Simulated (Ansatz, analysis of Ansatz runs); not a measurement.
# Interstitial H in fcc Al, hop from a tetrahedral to the next octahedral site: migration barrier, PBE-D3(BJ), part 2 of 2

Aim: the migration barrier of interstitial H in fcc Al, hop from a tetrahedral to the next octahedral site, to be set beside the measurement. Set-up: PBE-D3(BJ), 32-site cell, PBE-D3(BJ) lattice, 420 eV, k: 3x3x3 Gamma-centred. The model is a cell of 32 host atoms with 1 H put in. The barrier is the energy of the highest image of a climbing band over the relaxed site that the atom leaves.

Ansatz 0.2.0; PBE-D3(BJ), 32-site cell, PBE-D3(BJ) lattice, 420 eV, k: 3x3x3 Gamma-centred.

So far: The starting structure; Relaxation, charge 0.

**3. Nudged elastic band**

A band of images joins the two ends; its highest image climbs to the saddle, whose energy over the site left is the barrier.

This step: plane-wave PAW DFT, PBE-D3(BJ); nudged elastic band between two relaxed defect structures at fixed charge.

Input file neb/input.yaml:

```yaml
crystal:
  lattice:
    - [7.96731446, 0.0, 0.0]
    - [0.0, 7.96731446, 0.0]
    - [0.0, 0.0, 7.96731446]
  atoms:
    - { symbol: Al, position: [0.000183167, 0.000183167, 0.000183167] }
    - { symbol: Al, position: [0.000920665, 0.250515119, 0.250515119] }
    - { symbol: Al, position: [0.250515119, 0.000920665, 0.250515119] }
    - { symbol: Al, position: [0.250515119, 0.250515119, 0.000920665] }
    - { symbol: Al, position: [-0.00213957, -0.00213957, 0.500504092] }
    - { symbol: Al, position: [-0.00213957, 0.249495908, 0.75213957] }
    - { symbol: Al, position: [0.249495908, -0.00213957, 0.75213957] }
    - { symbol: Al, position: [0.241201378, 0.241201378, 0.508798622] }
    - { symbol: Al, position: [-0.00213957, 0.500504092, -0.00213957] }
    - { symbol: Al, position: [-0.00213957, 0.75213957, 0.249495908] }
    - { symbol: Al, position: [0.241201378, 0.508798622, 0.241201378] }
    - { symbol: Al, position: [0.249495908, 0.75213957, -0.00213957] }
    - { symbol: Al, position: [0.000920665, 0.499484881, 0.499484881] }
    - { symbol: Al, position: [0.000183167, 0.749816833, 0.749816833] }
    - { symbol: Al, position: [0.250515119, 0.499484881, 0.749079335] }
    - { symbol: Al, position: [0.250515119, 0.749079335, 0.499484881] }
    - { symbol: Al, position: [0.500504092, -0.00213957, -0.00213957] }
    - { symbol: Al, position: [0.508798622, 0.241201378, 0.241201378] }
    - { symbol: Al, position: [0.75213957, -0.00213957, 0.249495908] }
    - { symbol: Al, position: [0.75213957, 0.249495908, -0.00213957] }
    - { symbol: Al, position: [0.499484881, 0.000920665, 0.499484881] }
    - { symbol: Al, position: [0.499484881, 0.250515119, 0.749079335] }
    - { symbol: Al, position: [0.749816833, 0.000183167, 0.749816833] }
    - { symbol: Al, position: [0.749079335, 0.250515119, 0.499484881] }
    - { symbol: Al, position: [0.499484881, 0.499484881, 0.000920665] }
    - { symbol: Al, position: [0.499484881, 0.749079335, 0.250515119] }
    - { symbol: Al, position: [0.749079335, 0.499484881, 0.250515119] }
    - { symbol: Al, position: [0.749816833, 0.749816833, 0.000183167] }
    - { symbol: Al, position: [0.508798622, 0.508798622, 0.508798622] }
    - { symbol: Al, position: [0.500504092, 0.75213957, 0.75213957] }
    - { symbol: Al, position: [0.75213957, 0.500504092, 0.75213957] }
    - { symbol: Al, position: [0.75213957, 0.75213957, 0.500504092] }
    - { symbol: H, position: [0.375, 0.375, 0.375] }
basis:
  ecutwfc: 420
  xc_grid: 2
hamiltonian:
  xc: pbe
  dispersion: d3bj
kpoints:
  mp_grid: { grid: [3, 3, 3] }
scf:
  occupations: { method: methfessel_paxton, width: 0.1 }
  max_iter: 120
output:
  forces: true
neb:
  images: 3
  f_tol: 0.04
  climbing: true
  initial_path: idpp
  max_iterations: 45
  order_check: false
  final_atoms:
    - { symbol: Al, position: [0.000117906, 0.000117906, 0.000117906] }
    - { symbol: Al, position: [-0.005686899, 0.25012345, 0.25012345] }
    - { symbol: Al, position: [0.25012345, -0.005686899, 0.25012345] }
[... 4 atom lines left out ...]
    - { symbol: Al, position: [0.25012345, 0.25012345, 0.5059338] }
[... 2 atom lines left out ...]
    - { symbol: Al, position: [0.25012345, 0.5059338, 0.25012345] }
[... 1 atom line left out ...]
    - { symbol: Al, position: [0.000117906, 0.500128995, 0.500128995] }
[... 1 atom line left out ...]
    - { symbol: Al, position: [0.25012345, 0.501105509, 0.75012345] }
[... 2 atom lines left out ...]
    - { symbol: Al, position: [0.5059338, 0.25012345, 0.25012345] }
[... 2 atom lines left out ...]
    - { symbol: Al, position: [0.500128995, 0.000117906, 0.500128995] }
[... 3 atom lines left out ...]
    - { symbol: Al, position: [0.500128995, 0.500128995, 0.000117906] }
    - { symbol: Al, position: [0.501105509, 0.75012345, 0.25012345] }
    - { symbol: Al, position: [0.75012345, 0.501105509, 0.25012345] }
[... 1 atom line left out ...]
    - { symbol: Al, position: [0.500128995, 0.500128995, 0.500128995] }
[... 3 atom lines left out ...]
    - { symbol: H, position: [0.25012345, 0.25012345, 0.25012345] }
```

Launch:

```bash
$ ansatz run input.yaml --threads 2 --pin off --max-ram 3768MiB --backend cpu --events-out ev --progress --plain --runs-dir out
```

Numbers of over 12 decimals in the logs are rounded to 6 here.

Output:

```text
[...]
Warning: neb: disabling space-group detection — the band's intermediate images generally break the endpoint symmetry, so no spatial operation reduces the k-mesh or symmetrises the density, except that a semilocal band can use its path's symmetry ahead of [...]
[...]
parallel-image band execution: 2 concurrent image workers
NEB image 0
Crystal: 33 atoms, lattice volume = 505.750 Å³
Basis set: ecut = 420 eV, 9843 PW (Γ), exchange–correlation on 108×108×108 points (8 copies of the dense FFT grid, shifted against one another)
Bands: 82, of which v1, the nominal top of the filled ones, is band 49 counted from 1 (48 counted from 0)
Symmetry: 1 space group operations
k-points: 14 of 27 (time reversal used)
[...]
SCF iter   1: F=—  HF=-17227.023994 eV  |F-HF|=—  |Δ(HF+E_count)|=         —  Δρ=1.03e-3  dr2=7.28e-3  ethr=1.77e-3  ⟨swp⟩=7.7  Hψ=5755  notcnv=0  defer=12
[...]
SCF iter   6: F=-17227.024452 eV  HF=-17227.024452 eV  |F-HF|=9.23e-9  |Δ(HF+E_count)|=   7.77e-9  S|Δr|=    0.00e0  Δρ=1.69e-6  dr2=2.05e-8  ethr=1.03e-10  ⟨swp⟩=3.8  Hψ=2620  notcnv=0
SCF 1 converged in 6 iterations: F = -17227.024452 eV  dr2 = 2.05e-8
[...]
NSCF: frozen V_eff on 14 k-points
NEB image 4
SCF iter   1: F=—  HF=-17226.975244 eV  |F-HF|=—  |Δ(HF+E_count)|=         —  Δρ=1.05e-3  dr2=8.39e-3  ethr=1.77e-3  ⟨swp⟩=6.9  Hψ=5762  notcnv=0  defer=16
[...]
SCF iter   6: F=-17226.975250 eV  HF=-17226.975250 eV  |F-HF|=1.58e-8  |Δ(HF+E_count)|=   6.37e-8  S|Δr|=    0.00e0  Δρ=1.82e-6  dr2=2.78e-8  ethr=1.03e-10  ⟨swp⟩=4.0  Hψ=2726  notcnv=0
SCF 2 converged in 6 iterations: F = -17226.975250 eV  dr2 = 2.78e-8
[...]
NEB end point (image 0): max|allowed force component| = 7.298e-3 eV/Å (the criterion of neb.relax_end_points is 1.000e-2)
NEB end point (image 4): max|allowed force component| = 1.837e-2 eV/Å (the criterion of neb.relax_end_points is 1.000e-2)
NEB image 1
SCF iter   1: F=—  HF=-17226.846139 eV  |F-HF|=—  |Δ(HF+E_count)|=         —  Δρ=1.07e-3  dr2=7.52e-3  ethr=1.77e-3  ⟨swp⟩=8.0  Hψ=5781  notcnv=0  defer=14
[...]
SCF iter   6: F=-17226.846018 eV  HF=-17226.846018 eV  |F-HF|=4.76e-8  |Δ(HF+E_count)|=   2.14e-8  S|Δr|=    0.00e0  Δρ=2.09e-6  dr2=6.37e-8  ethr=1.03e-10  ⟨swp⟩=4.0  Hψ=2708  notcnv=0
SCF 3 converged in 6 iterations: F = -17226.846018 eV  dr2 = 6.37e-8
NEB image 2
SCF iter   1: F=—  HF=-17226.747006 eV  |F-HF|=—  |Δ(HF+E_count)|=         —  Δρ=1.07e-3  dr2=8.67e-3  ethr=1.77e-3  ⟨swp⟩=8.4  Hψ=5838  notcnv=0  defer=17
[...]
SCF iter   6: F=-17226.746587 eV  HF=-17226.746587 eV  |F-HF|=4.94e-8  |Δ(HF+E_count)|=   8.63e-9  S|Δr|=    0.00e0  Δρ=1.78e-6  dr2=6.05e-8  ethr=1.03e-10  ⟨swp⟩=4.0  Hψ=2701  notcnv=0
SCF 4 converged in 6 iterations: F = -17226.746587 eV  dr2 = 6.05e-8
NEB image 3
SCF iter   1: F=—  HF=-17226.878157 eV  |F-HF|=—  |Δ(HF+E_count)|=         —  Δρ=1.06e-3  dr2=7.81e-3  ethr=1.77e-3  ⟨swp⟩=7.9  Hψ=5751  notcnv=0  defer=23
[...]
SCF iter   6: F=-17226.878043 eV  HF=-17226.878043 eV  |F-HF|=3.31e-9  |Δ(HF+E_count)|=   6.02e-8  S|Δr|=    0.00e0  Δρ=1.06e-6  dr2=7.33e-9  ethr=1.03e-10  ⟨swp⟩=3.9  Hψ=2669  notcnv=0
SCF 5 converged in 6 iterations: F = -17226.878043 eV  dr2 = 7.33e-9
NEB iter   1: max|band force component| = 5.871e-1 eV/Å  barrier→ = 0.2779 eV  barrier← = 0.2287 eV  Δτ_max = 0.0983 Å  (30 SCF iters)
NEB image 1
[...]
SCF iter   6: F=-17226.904499 eV  HF=-17226.904499 eV  |F-HF|=2.12e-8  |Δ(HF+E_count)|=   7.02e-8  S|Δr|=    0.00e0  Δρ=2.44e-6  dr2=4.18e-8  ethr=1.03e-10  ⟨swp⟩=4.0  Hψ=2849  notcnv=0
SCF 6 converged in 6 iterations: F = -17226.904499 eV  dr2 = 4.18e-8
NEB image 2
[...]
SCF iter   6: F=-17226.826017 eV  HF=-17226.826017 eV  |F-HF|=3.14e-8  |Δ(HF+E_count)|=   9.65e-8  S|Δr|=    0.00e0  Δρ=2.81e-6  dr2=5.70e-8  ethr=1.03e-10  ⟨swp⟩=4.0  Hψ=2887  notcnv=0
SCF 7 converged in 6 iterations: F = -17226.826017 eV  dr2 = 5.70e-8
NEB image 3
[...]
SCF iter   6: F=-17226.914980 eV  HF=-17226.914980 eV  |F-HF|=3.20e-8  |Δ(HF+E_count)|=   8.68e-8  S|Δr|=    0.00e0  Δρ=1.86e-6  dr2=4.22e-8  ethr=1.03e-10  ⟨swp⟩=4.0  Hψ=2834  notcnv=0
SCF 8 converged in 6 iterations: F = -17226.914980 eV  dr2 = 4.22e-8
NEB iter   2: max|band force component| = 2.297e-1 eV/Å  barrier→ = 0.1984 eV  barrier← = 0.1492 eV  CI = image 2  Δτ_max = 0.0923 Å  (18 SCF iters)
NEB image 1
[...]
SCF iter   6: F=-17226.924087 eV  HF=-17226.924087 eV  |F-HF|=7.38e-9  |Δ(HF+E_count)|=   1.63e-8  S|Δr|=    0.00e0  Δρ=1.25e-6  dr2=1.32e-8  ethr=1.03e-10  ⟨swp⟩=4.0  Hψ=2737  notcnv=0
SCF 9 converged in 6 iterations: F = -17226.924087 eV  dr2 = 1.32e-8
NEB image 2
[...]
SCF iter   6: F=-17226.836581 eV  HF=-17226.836581 eV  |F-HF|=1.08e-8  |Δ(HF+E_count)|=   2.89e-8  S|Δr|=    0.00e0  Δρ=1.50e-6  dr2=1.94e-8  ethr=1.03e-10  ⟨swp⟩=4.0  Hψ=2809  notcnv=0
SCF 10 converged in 6 iterations: F = -17226.836581 eV  dr2 = 1.94e-8
NEB image 3
[...]
SCF iter   6: F=-17226.912982 eV  HF=-17226.912982 eV  |F-HF|=1.16e-8  |Δ(HF+E_count)|=   3.14e-8  S|Δr|=    0.00e0  Δρ=1.65e-6  dr2=2.24e-8  ethr=1.03e-10  ⟨swp⟩=4.0  Hψ=2734  notcnv=0
SCF 11 converged in 6 iterations: F = -17226.912982 eV  dr2 = 2.24e-8
NEB iter   3: max|band force component| = 1.345e-1 eV/Å  barrier→ = 0.1879 eV  barrier← = 0.1387 eV  CI = image 2  Δτ_max = 0.0218 Å  (18 SCF iters)
[...]
NEB iter   4: max|band force component| = 3.401e-2 eV/Å  barrier→ = 0.1856 eV  barrier← = 0.1364 eV  CI = image 2  Δτ_max = 0.0249 Å  (15 SCF iters)
NEB image 2
[...]
SCF iter   5: F=-17226.839818 eV  HF=-17226.839818 eV  |F-HF|=1.19e-8  |Δ(HF+E_count)|=   1.22e-7  S|Δr|=    0.00e0  Δρ=3.05e-6  dr2=4.35e-8  ethr=1.03e-10  ⟨swp⟩=4.6  Hψ=2887  notcnv=0
SCF 15 converged in 5 iterations: F = -17226.839818 eV  dr2 = 4.35e-8
NEB image 1
[...]
NEB image 3
[...]
NEB image 2
[...]
NEB iter   5: max|band force component| = 3.150e-2 eV/Å  barrier→ = 0.1846 eV  barrier← = 0.1354 eV  CI = image 2  Δτ_max = 0.0000 Å  (5 SCF iters)
SCF converged after 5 iterations
[...]
Free energy (F): -17226.839818 eV
[...]
Internal energy: -17226.850181 eV  (E = F + TS)
E sigma→0 (E₀):  -17226.842409 eV
Entropy (-TS):   0.010363 eV (0.314 meV/atom)
Fermi energy:    8.252507 eV
[...]
--- Forces (eV/Å), atoms counted from 1 ---
  atom   1  Al     0.00003816    -0.00235548    -0.00287519
  atom   2  Al     0.00055825    -0.00500996    -0.00231239
  [... 5 atoms left out ...]
  atom   8  Al     0.00162749    -0.00989205    -0.00329517
  [... 2 atoms left out ...]
  atom  11  Al    -0.00269823     0.00990246    -0.00756126
  [... 3 atoms left out ...]
  atom  15  Al    -0.00216144     0.00267037     0.00307422
  [... 2 atoms left out ...]
  atom  18  Al     0.00162018    -0.01137566    -0.00343917
  [... 3 atoms left out ...]
  atom  22  Al     0.00168826    -0.00099104     0.00008595
  [... 1 atom left out ...]
  atom  24  Al     0.00253419    -0.00038384     0.00362148
  [... 1 atom left out ...]
  atom  26  Al     0.00048745    -0.00020230    -0.00032552
  atom  27  Al     0.00277369     0.00360198     0.00008526
  [... 1 atom left out ...]
  atom  29  Al     0.00532810     0.00369421     0.00593042
  [... 3 atoms left out ...]
  atom  33  H     -0.00792207    -0.00600139     0.00320062
  max |Σ_I F_I| component: 3.20e-5 eV/Å
--- Band table (eV; the first three rows and the last of 14) ---
[...]
[... further k-points left out ...]
this run last wrote the band of iteration 5 to <dir>; this run last wrote the band within `neb.f_tol` of iteration 4 to <dir>
--- NEB band (5 images, 5 band iterations, 86 SCF iterations) ---
  forward barrier  = 0.184634 eV
  backward barrier = 0.135432 eV
  lagrangian_above_aufbau_ev (what the smearing adds, to first order; not taken off the barriers): saddle image +0.009253 eV, end points +0.007528 and +0.007730 eV
  climbing image's point = of an order that was not read
  energies are F+E_penalty+E_count in eV, relative to image 0
  image     s (Å)  Δ vs image 0  max|band force component| (eV/Å)
      0    0.0000      0.000000                                 —
      1    0.4091      0.098305                          3.150e-2
  *   2    0.8211      0.184634                          1.191e-2
      3    1.2877      0.110977                          2.196e-2
      4    1.7564      0.049202                                 —
  climbing-image geometry (image 2):
  cell:  # Å, volume = 505.7500 Å³
    - [7.96731446, 0.0, 0.0]
    - [0.0, 7.96731446, 0.0]
    - [0.0, 0.0, 7.96731446]
  atoms:
    - { symbol: Al, position: [-0.000342, -0.000293, -0.000291] }
    - { symbol: Al, position: [-0.000594, 0.250678, 0.250636] }
    - { symbol: Al, position: [0.250530, -0.000885, 0.250535] }
    - { symbol: Al, position: [0.250566, 0.250614, -0.000692] }
    - { symbol: Al, position: [-0.000733, -0.000774, 0.501343] }
    - { symbol: Al, position: [-0.002676, 0.250071, 0.753111] }
    - { symbol: Al, position: [0.250079, -0.002514, 0.753068] }
    - { symbol: Al, position: [0.243412, 0.243582, 0.515175] }
    - { symbol: Al, position: [-0.000801, 0.501386, -0.000817] }
    - { symbol: Al, position: [-0.002693, 0.753070, 0.250049] }
    - { symbol: Al, position: [0.243431, 0.515010, 0.243516] }
    - { symbol: Al, position: [0.250063, 0.753027, -0.002559] }
    - { symbol: Al, position: [-0.000853, 0.499204, 0.499187] }
    - { symbol: Al, position: [-0.000975, 0.749346, 0.749333] }
    - { symbol: Al, position: [0.249308, 0.500484, 0.748835] }
    - { symbol: Al, position: [0.249293, 0.748790, 0.500494] }
    - { symbol: Al, position: [0.501327, -0.000660, -0.000640] }
    - { symbol: Al, position: [0.515141, 0.243634, 0.243507] }
    - { symbol: Al, position: [0.753086, -0.002378, 0.250082] }
    - { symbol: Al, position: [0.753097, 0.250093, -0.002421] }
    - { symbol: Al, position: [0.499316, -0.001076, 0.499327] }
    - { symbol: Al, position: [0.500546, 0.249266, 0.748892] }
    - { symbol: Al, position: [0.749375, -0.001029, 0.749419] }
    - { symbol: Al, position: [0.748815, 0.249255, 0.500487] }
    - { symbol: Al, position: [0.499268, 0.499298, -0.000940] }
    - { symbol: Al, position: [0.500568, 0.748876, 0.249245] }
    - { symbol: Al, position: [0.748841, 0.500503, 0.249250] }
    - { symbol: Al, position: [0.749356, 0.749415, -0.001040] }
    - { symbol: Al, position: [0.501747, 0.501800, 0.501737] }
    - { symbol: Al, position: [0.500331, 0.749901, 0.749927] }
    - { symbol: Al, position: [0.749923, 0.500355, 0.749823] }
    - { symbol: Al, position: [0.749941, 0.749819, 0.500361] }
    - { symbol: H, position: [0.316843, 0.316669, 0.316599] }
```

Run time: 16 min. Hardware: 2 threads of Arm Neoverse N1, shared host; peak memory 2 GiB; 25 min of CPU time.

In the SCF lines HF is the Harris–Foulkes energy and dr2 the Hartree energy of the density residual, in eV; the loop may stop once dr2 is under the threshold and the program's other checks hold. Hψ counts applications of the Hamiltonian.

The path, image by image:

```
image  path (Å)  energy (eV)     H33: x, y, z (Å)
    0     0.000       0.0000  2.988, 2.988, 2.988
    1     0.409       0.0983  2.750, 2.767, 2.766
    2     0.821       0.1846  2.524, 2.523, 2.522
    3     1.288       0.1110  2.244, 2.269, 2.265
    4     1.756       0.0492  1.993, 1.993, 1.993
```

Numbers from this step:

* free energy: -17226.8398 eV
* smearing term TS: -0.01036 eV
* barrier forward: 0.1846 eV
* barrier backward: 0.1354 eV

**4. Summary of results**

```json
{"migration barrier (saddle less minimum)": "0.18 eV", "energy difference of the two ends": "0.05 eV", "length of the hop": "1.72 Å", "time of the whole chain": "17 min on 2 threads"}
```

What this shows: Migration barrier: computed 0.18 eV, measured 0.452 eV; 0.27 eV below the measurement. The measured number is an Arrhenius activation energy of long-range diffusion; for H it holds zero-point energy, and trapping at vacancies and dislocations can raise it. One hop between neighbouring sites is computed at the host's lattice. Limits: the periodic copies of the defect are only 8.0 Å apart.

[Logs are printed without paths, hosts, clocks, repeated set-up lines and the standing remarks that a program may print on its own settings, such as how far it seeks lower states.]

[Hosts, paths, dates, database ids (printed as entryN), source tags and the programs' standing remarks are cut or masked in the printed files.]

[For some hosts the program warned that the k-mesh of the response run may be too coarse for force constants and the static dielectric constant; such warnings are not shown here.]
